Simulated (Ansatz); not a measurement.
**Resistivity from frozen vibrations: Ta(100) with 4 thermally displaced layers, 2x2**

Aim: the resistivity of Ta at 300 K from frozen thermal displacements between perfect leads. The measured value for the pure metal at this temperature is 13.5 µΩ cm (CRC Handbook of Chemistry and Physics, 84th ed., 2003, Electrical Resistivity of Pure Metals).

Program: Ansatz 0.2.0. Level of theory: Ansatz plane-wave DFT, PBE, PAW files; ballistic transport by layer matching (Landauer), zero bias; PAW set soft_1. Results are calculated unless marked as measured.

### 1. Set-up

The cell holds 56 atoms: 56 Ta. Cell: a = 6.605 Å, b = 6.605 Å, c = 23.118 Å, α = 90.0°, β = 90.0°, γ = 90.0°. It derives from Ta. Regions: lead, 40 atoms (40 Ta); scattering region, 16 atoms (16 Ta). The structure is stacked along c, and the current runs across the ab planes.

### 2. With 4 displaced layers

Each atom of 4 layers is moved at random, by amounts drawn from a normal law 0.0653 Å wide in each direction from the Debye model (240 K) at 300 K. The layers about the cell's end stay perfect and serve as the lead. Disorder leaves little or no symmetry, which makes such runs dear. Energies from -0.05 to 0.05 eV in steps of 0.05 eV are too few for the program's thermal sum, so it prints no conductance; for a metal the transmission near the Fermi level serves, at a fraction of the cost.

File input.yaml:

```yaml
crystal:
  lattice:
    - [6.60512, 0.0, 0.0]
    - [0.0, 6.60512, 0.0]
    - [0.0, 0.0, 23.11792]
  atoms:
    - { symbol: Ta, position: [0.0, 0.0, 0.0357142857] }
    - { symbol: Ta, position: [0.0, 0.5, 0.0357142857] }
    - { symbol: Ta, position: [0.5, 0.0, 0.0357142857] }
    - { symbol: Ta, position: [0.5, 0.5, 0.0357142857] }
    - { symbol: Ta, position: [0.25, 0.25, 0.1071428571] }
    - { symbol: Ta, position: [0.25, 0.75, 0.1071428571] }
    - { symbol: Ta, position: [0.75, 0.25, 0.1071428571] }
    - { symbol: Ta, position: [0.75, 0.75, 0.1071428571] }
    - { symbol: Ta, position: [0.0, 0.0, 0.1785714286] }
    - { symbol: Ta, position: [0.0, 0.5, 0.1785714286] }
    - { symbol: Ta, position: [0.5, 0.0, 0.1785714286] }
    - { symbol: Ta, position: [0.5, 0.5, 0.1785714286] }
    - { symbol: Ta, position: [0.25, 0.25, 0.25] }
    - { symbol: Ta, position: [0.25, 0.75, 0.25] }
    - { symbol: Ta, position: [0.75, 0.25, 0.25] }
    - { symbol: Ta, position: [0.75, 0.75, 0.25] }
    - { symbol: Ta, position: [0.0, 0.0, 0.3214285714] }
    - { symbol: Ta, position: [0.0, 0.5, 0.3214285714] }
    - { symbol: Ta, position: [0.5, 0.0, 0.3214285714] }
    - { symbol: Ta, position: [0.5, 0.5, 0.3214285714] }
    - { symbol: Ta, position: [0.2512428086, 0.2486941798, 0.394665829] }
    - { symbol: Ta, position: [0.2510369088, 0.7447050557, 0.3938783622] }
    - { symbol: Ta, position: [0.7628896815, 0.2593616346, 0.3908696488] }
    - { symbol: Ta, position: [0.7374916571, 0.7438391035, 0.392973856] }
    - { symbol: Ta, position: [0.9770177107, 0.9978373046, 0.4607670038] }
    - { symbol: Ta, position: [0.9927617387, 0.4946201498, 0.4633924171] }
    - { symbol: Ta, position: [0.5040688546, 0.0103049577, 0.4639227058] }
    - { symbol: Ta, position: [0.5135071153, 0.4934247337, 0.4652784515] }
    - { symbol: Ta, position: [0.2589305541, 0.2509292857, 0.5336144899] }
    - { symbol: Ta, position: [0.2408889984, 0.7454755062, 0.5363361623] }
    - { symbol: Ta, position: [0.7400202021, 0.247932357, 0.5352646013] }
    - { symbol: Ta, position: [0.7553461097, 0.7521218463, 0.5367179318] }
    - { symbol: Ta, position: [0.9935370842, 0.9987188049, 0.6093569662] }
    - { symbol: Ta, position: [0.0147621558, 0.4875544838, 0.6114184914] }
    - { symbol: Ta, position: [0.5133036081, 0.0077230481, 0.6078897346] }
    - { symbol: Ta, position: [0.4968969594, 0.5144121332, 0.6126790325] }
    - { symbol: Ta, position: [0.25, 0.25, 0.6785714286] }
    - { symbol: Ta, position: [0.25, 0.75, 0.6785714286] }
    - { symbol: Ta, position: [0.75, 0.25, 0.6785714286] }
    - { symbol: Ta, position: [0.75, 0.75, 0.6785714286] }
    - { symbol: Ta, position: [0.0, 0.0, 0.75] }
    - { symbol: Ta, position: [0.0, 0.5, 0.75] }
    - { symbol: Ta, position: [0.5, 0.0, 0.75] }
    - { symbol: Ta, position: [0.5, 0.5, 0.75] }
    - { symbol: Ta, position: [0.25, 0.25, 0.8214285714] }
    - { symbol: Ta, position: [0.25, 0.75, 0.8214285714] }
    - { symbol: Ta, position: [0.75, 0.25, 0.8214285714] }
    - { symbol: Ta, position: [0.75, 0.75, 0.8214285714] }
    - { symbol: Ta, position: [0.0, 0.0, 0.8928571429] }
    - { symbol: Ta, position: [0.0, 0.5, 0.8928571429] }
    - { symbol: Ta, position: [0.5, 0.0, 0.8928571429] }
    - { symbol: Ta, position: [0.5, 0.5, 0.8928571429] }
    - { symbol: Ta, position: [0.25, 0.25, 0.9642857143] }
    - { symbol: Ta, position: [0.25, 0.75, 0.9642857143] }
    - { symbol: Ta, position: [0.75, 0.25, 0.9642857143] }
    - { symbol: Ta, position: [0.75, 0.75, 0.9642857143] }
kpoints:
  mp_grid: { grid: [4, 4, 1] }
hamiltonian:
  xc: pbe
  pseudopotentials: { kind: paw, azcp: { folder: soft_1 } }
scf:
  occupations: { method: fermi_dirac, width: 0.1 }
output:
  transmission: { leads: [[0, 4]], kmesh: [8, 8], e_range: [-0.05, 0.05], de: 0.05 }
  write_potential: true
  write_density: true
  volumetric_format: npy
  elf: true
```

The run is started by

```console
$ ansatz run input.yaml --threads 4 --pin off --max-ram 15360MiB --backend cpu --events-out ev --progress --plain --runs-dir out
```

Numbers of over 12 decimals in the logs are rounded to 6 here.

What it wrote:

```text
Engine: ansatz 0.2.0, aarch64-unknown-linux-gnu
Pseudopotentials: kind: paw
Pseudopotential: Ta, paw, valence charge 13, recommended cutoff 420 eV (normal), soft_1/Ta.paw.azcp
Functional definition: PBE
  parameter kappa = 0.804
  parameter beta = 0.066725
  exchange = pbe_x(kappa = kappa, mu = beta*pi^2/3)
  correlation = pbe_c(beta = beta)
Crystal: 56 atoms, lattice volume = 1008.580 Å³
Basis set: ecut = 420 eV, 19677 PW (Γ)
Bands: 437, of which v1, the nominal top of the filled ones, is band 364 counted from 1 (363 counted from 0)
Symmetry: 1 space group operations
Space group: P1 (ITA 1), of the structure as read, at distance tolerance 1.0e-4 Å
k-points: 10 of 16 (time reversal used)
Non-local potential: Ta, projectors of the file, l = 0: 3, l = 1: 2, l = 2: 2, l = 3: 1
PAW form: soft (Blöchl's): semilocal exchange-correlation on the pseudo side does not see the compensation charge
PAW one-centre angular grid: Ta, 590 points (default); XC on 64 Gauss nodes
Initial density: superposition of atomic densities (chi_scale 0.1, normalization cell)
Initial wavefunctions: pseudopotential atomic-orbital guess
Functional: x = pbe(κ = 0.804, μ = 0.219515), c = pbe(β = 0.066725)
SCF iter   1: F=—  HF=-556268.018027 eV  |F-HF|=—  |Δ(HF+E_count)|=         —  Δρ=4.19e-2  dr2=2.41e1  ethr=3.10e-3  ⟨swp⟩=5.6  Hψ=17176  notcnv=0  defer=3
preconditioner: auto → Kerker (q_TF=auto, 2.584 Å⁻¹)  [metal: Δε(μ)=0.006 eV  Ē_g=4.265 eV  σ=0.100 eV  W_gap=0.02  n_scr=294 (ndim 8)  ℏωp=19.6 eV  f_vac=0.000  D(μ)=66.78/eV (n_scr^D=724)]
SCF iter   2: F=—  HF=-556263.687499 eV  |F-HF|=—  |Δ(HF+E_count)|=    4.33e0  Δρ=2.58e-2  dr2=7.82e0  ethr=3.10e-3  ⟨swp⟩=2.0  Hψ=5402  notcnv=0  defer=140
SCF iter   3: F=—  HF=-556261.431808 eV  |F-HF|=—  |Δ(HF+E_count)|=    2.26e0  Δρ=3.12e-3  dr2=9.05e-2  ethr=1.07e-3  ⟨swp⟩=2.9  Hψ=8363  notcnv=0  defer=140
SCF iter   4: F=—  HF=-556261.421953 eV  |F-HF|=—  |Δ(HF+E_count)|=   9.85e-3  Δρ=3.27e-4  dr2=9.21e-4  ethr=1.24e-5  ⟨swp⟩=2.3  Hψ=6392  notcnv=0  defer=140
SCF iter   5: F=—  HF=-556261.421883 eV  |F-HF|=—  |Δ(HF+E_count)|=   7.03e-5  Δρ=7.37e-5  dr2=3.14e-5  ethr=1.27e-7  ⟨swp⟩=2.0  Hψ=7295  notcnv=0  defer=140
SCF iter   6: F=—  HF=-556261.421233 eV  |F-HF|=—  |Δ(HF+E_count)|=   6.50e-4  Δρ=8.16e-6  dr2=4.48e-7  ethr=4.31e-9  ⟨swp⟩=2.1  Hψ=7827  notcnv=0  defer=140
SCF iter   7: F=-556261.421233 eV  HF=-556261.421233 eV  |F-HF|=1.63e-9  |Δ(HF+E_count)|=   8.77e-8  Δρ=1.42e-6  dr2=1.34e-8  ethr=1.37e-11  ⟨swp⟩=11.2  Hψ=11550  notcnv=0
SCF 1 converged in 7 iterations: F = -556261.421233 eV  dr2 = 1.34e-8
  greatest PAW one-centre occupation: 0.999 electrons in one spin orbital (limit 2), on the Ta atom at site 43 (counted from 0), in its partial waves of l = 0
transmission: 144 of 1428 steps passed
transmission: 288 of 1428 steps passed
[...]
transmission: 1428 of 1428 steps passed
SCF converged after 7 iterations
Free energy (F): -556261.421233 eV
Harris-Foulkes:  -556261.421233 eV  (|F-HF|=1.63e-9)
Internal energy: -556259.105523 eV  (E = F + TS)
E sigma→0 (E₀):  -556260.263378 eV
Entropy (-TS):   -2.315710 eV (-41.352 meV/atom)
Fermi energy:    18.525713 eV
--- Per-component energies (eV) ---
  E_band       = -5880.544967
  E_kinetic    = 22047.829621
  E_local      = -30745.439723  (includes V_loc(G=0)·N_el)
  E_nonlocal   = -614.190710
  E_hartree    = 11146.826009
  E_xc         = -17994.770523
  E_vxc        = -13089.952989  (∫ρ·V_xc dr)
  E_paw        = -465061.014400  (= ΣΔE_a)
  E_vpaw       = -5772.453045  (= ΣTr[D̂ρ^β])
  E_aug_tail   = 0.005379  (compensation charges beyond the density's cutoff)
  E_ewald      = -75038.351175
  E_smearing   = -2.315710  (= −TS)
  E_closure    = 0.000000  (closes the sum)
  Σ components = -556261.421233   (vs F -556261.421233, Δ=0.00e0)
--- Band table (eV; the first three rows and the last of 10) ---
  k-point 0: bands = [... 360 lower, 19.1855, 19.1966, 19.2009, 19.2310, 19.2433, 19.2536, 19.3902, 19.4128, ... 69 higher]
  k-point 1: bands = [... 360 lower, 18.8852, 18.8908, 18.8950, 18.9164, 18.9220, 18.9476, 18.9758, 19.0111, ... 69 higher]
  k-point 2: bands = [... 360 lower, 18.3787, 18.4106, 18.4176, 18.4601, 18.4732, 18.4939, 18.5877, 18.5933, ... 69 higher]
  k-point 9: bands = [... 360 lower, 17.9253, 17.9327, 17.9418, 17.9423, 17.9608, 17.9697, 17.9752, 17.9880, ... 69 higher]
--- Transmission ---
  basis      : 377 plane waves across, 42 finite elements along
  points     : 34, standing for a mesh of 8 x 8
  energies   : 3 from -0.050000 to 0.050000 eV about the Fermi level, 0.050000 eV apart; the leads are filled to 0.000000 eV, and channels, transmission and decay are at 0.000000 eV
  crystal 0  : Ta4, at the sites [0, 4], period 1.6513 Å, over 16.51 Å; its Hamiltonian steps by up to 3.3 meV
    offset         : up to 0.0000 Å between an atom of the period and one for which it stands
    channels       : 1.048438e1 a spin
    conductance    : none, the energies end too early or step too widely for 300 K: set another output.transmission.e_range or a lower de, or, where they end at an eighth of basis.ecutwfc, a higher one
  junction   : crystal 0 to crystal 0, 0.70 to 22.16 Å
    transmission   : 8.353322e0 a spin
    conductance    : none, the energies end too early or step too widely for 300 K: set another output.transmission.e_range or a lower de, or, where they end at an eighth of basis.ecutwfc, a higher one
```

It took 20 min on 4 threads of Arm Neoverse V1, shared host; peak memory 8.2 GiB; 65 min of CPU time.

In the SCF lines HF is the Harris–Foulkes energy and dr2 the Hartree energy of the density residual, in eV; the loop may stop once dr2 is under the threshold and the program's other checks hold. Hψ counts applications of the Hamiltonian.

This step gave:

* free energy: -556261.4212 eV
* energy at zero smearing: -556260.2634 eV
* Fermi energy: 18.53 eV
* cell area: 43.63 Å²
* transmission per spin nearest the Fermi level: 8.353
* open channels per spin nearest the Fermi level: 10.48
* step of the lead's potential: 3.3 meV

Per spin. Table of transmission, zone mean by energy, zero at the Fermi level:

```tsv
energy (eV)	transmission, zone mean
-0.0500	8.39
0.0000	8.35
0.0500	7.97
```

Per spin. Table of open channels, zone mean, lead by energy, zero at the Fermi level:

```tsv
energy (eV)	open channels, zone mean, lead
-0.0500	10.3
0.0000	10.5
0.0500	9.98
```

Transmission over k1 and k2. At 0.0000 eV from the Fermi level.

Ten even steps from '0' (3.5) to '9' (11.0):
```
20477730
23899983
67999997
77999997
67999997
23899983
20377740
02366632
```
Columns: k1 (b1) from -0.5 to 0.375; rows upwards: k2 (b2) from -0.5 to 0.375.

Open channels over k1 and k2. At 0.0000 eV from the Fermi level.

Ten even steps from '_' (4.0) to '@' (14.0):
```
::__++%%%%%%++__
==++@@@@@@@@@@++
**%%@@######@@%%
**%%@@######@@%%
**%%@@######@@%%
==++@@@@@@@@@@++
::__++%%%%%%++__
__::==******==::
```
Columns: k1 (b1) from -0.5 to 0.375; rows upwards: k2 (b2) from -0.5 to 0.375.

Valence density in the ca plane at fractional y = 0.000, with atoms of Ta within 0.2 Å of it. It is the smooth field of the valence electrons, not physical close to the nuclei.

Ten even steps from '0' (0.2 e/Å³) to '9' (4.5 e/Å³), each cell a mean:
```
59982000049982000179982000049993000049982000
14530000014530000038841000015641000014530000
00000000000000000002210000000100000000000000
00000000000000000000000000000000000000000000
00000000000000000000000000000000000000000000
00000000000000000000000000000000000000000000
02210000002210000002310000013420000002210000
38961000038961000038961000038972000038961000
69893000059892000059893000059893000059893000
59982000049982000049972000038972000049982000
14530000014530000014530000013420000014530000
00000000000000000000000000000000000000000000
00000000000000000000000000000000000000000000
00000000000000000000000000000000000000000000
00000000000000000000000000000000000000000000
02210000002210000001100000001210000002210000
38961000038961000026630000026861000038961000
69893000059892000169971000049893000059893000
```
Columns run along c (16.0 Å, from fractional 0.15 to 0.85 of the cell), rows up along a (6.6 Å). Atoms in or near the plane, at fractional coordinates: Ta at (0.18, 0.00), Ta at (0.18, 0.50), Ta at (0.32, 0.00), Ta at (0.32, 0.50), Ta at (0.46, 0.98), Ta at (0.46, 0.50), Ta at (0.61, 0.99), Ta at (0.61, 0.51), Ta at (0.75, 0.00), Ta at (0.75, 0.50).

ELF in the ca plane at fractional y = 0.000, with atoms of Ta within 0.2 Å of it. It is the smooth field of the valence electrons, not physical close to the nuclei.

Ten even steps from '0' (0.12) to '9' (0.72), each cell a mean:
```
87595143187495142393294143178386143188495143
48972365248972364279982265248983265248972365
21212566421212565324422566422222566421213566
53235655653235656531135655653235655653245655
64356655664346555663357655664346655664356655
31124666531113556531124666531114666531124666
25542466325541365225642465236752366325542466
79894154179894143179894254179795154179894254
94086042285086132194086142185086032285086132
87595143187495143188695143179795143188495143
48972365248972365248862365237762365248972365
21212566421212566421112566421113566421213566
53235655653235655543235655653346655653246655
64356655664356655665456555664456655664456655
31124666531114666532135556531114666531124666
25542466325542466312212465324532466325542466
79894154179894254169972254159994254179894254
94086042285086132295494142186077132285086132
```
Columns run along c (16.0 Å, from fractional 0.15 to 0.85 of the cell), rows up along a (6.6 Å). Atoms in or near the plane, at fractional coordinates: Ta at (0.18, 0.00), Ta at (0.18, 0.50), Ta at (0.32, 0.00), Ta at (0.32, 0.50), Ta at (0.46, 0.98), Ta at (0.46, 0.50), Ta at (0.61, 0.99), Ta at (0.61, 0.51), Ta at (0.75, 0.00), Ta at (0.75, 0.50).

Electrostatic potential energy in the ca plane at fractional y = 0.000, with atoms of Ta within 0.2 Å of it. With pseudopotentials it is smooth inside the atoms' cores, unlike the true potential.

Ten even steps from '0' (-45 eV) to '9' (21 eV), each cell a mean:
```
40025899741026899720026999841015899840025899
64357999864357999842247999964247999864357999
87789999987789999976679999987779999987789999
99999999999999999999999999999999999999999999
99999999999999999999999999999999999999999999
98899999998899999998899999998889999998899999
76568999976568999975568999975458999976568999
52136999852136999851136999841026899852136999
30015899730015899730015899730015899730015899
40025899741026899841026899841026899840025899
64357999864357999864358999975458999864357999
87789999987789999988789999998889999987789999
99999999999999999999999999999999999999999999
99999999999999999999999999999999999999999999
98899999998899999999999999999899999998899999
76568999976568999987789999986668999976568999
52136999852136999853358999862136999852136999
30015899730015899730026999840004899730015899
```
Columns run along c (16.0 Å, from fractional 0.15 to 0.85 of the cell; values clipped at the 3rd and 97th percentile), rows up along a (6.6 Å). Atoms in or near the plane, at fractional coordinates: Ta at (0.18, 0.00), Ta at (0.18, 0.50), Ta at (0.32, 0.00), Ta at (0.32, 0.50), Ta at (0.46, 0.98), Ta at (0.46, 0.50), Ta at (0.61, 0.99), Ta at (0.61, 0.51), Ta at (0.75, 0.00), Ta at (0.75, 0.50).

Over the solved energies the transmission per spin lies between 7.97 and 8.39, out of 10.3 channels of the lead on average (up to 10.5).

(Continued in part 2 of 2.)

[Logs are printed without paths, hosts, clocks, repeated set-up lines and the standing remarks that a program may print on its own settings, such as how far it seeks lower states.]

[Hosts, paths, dates, database ids (printed as entryN), source tags and the programs' standing remarks are cut or masked in the printed files.]
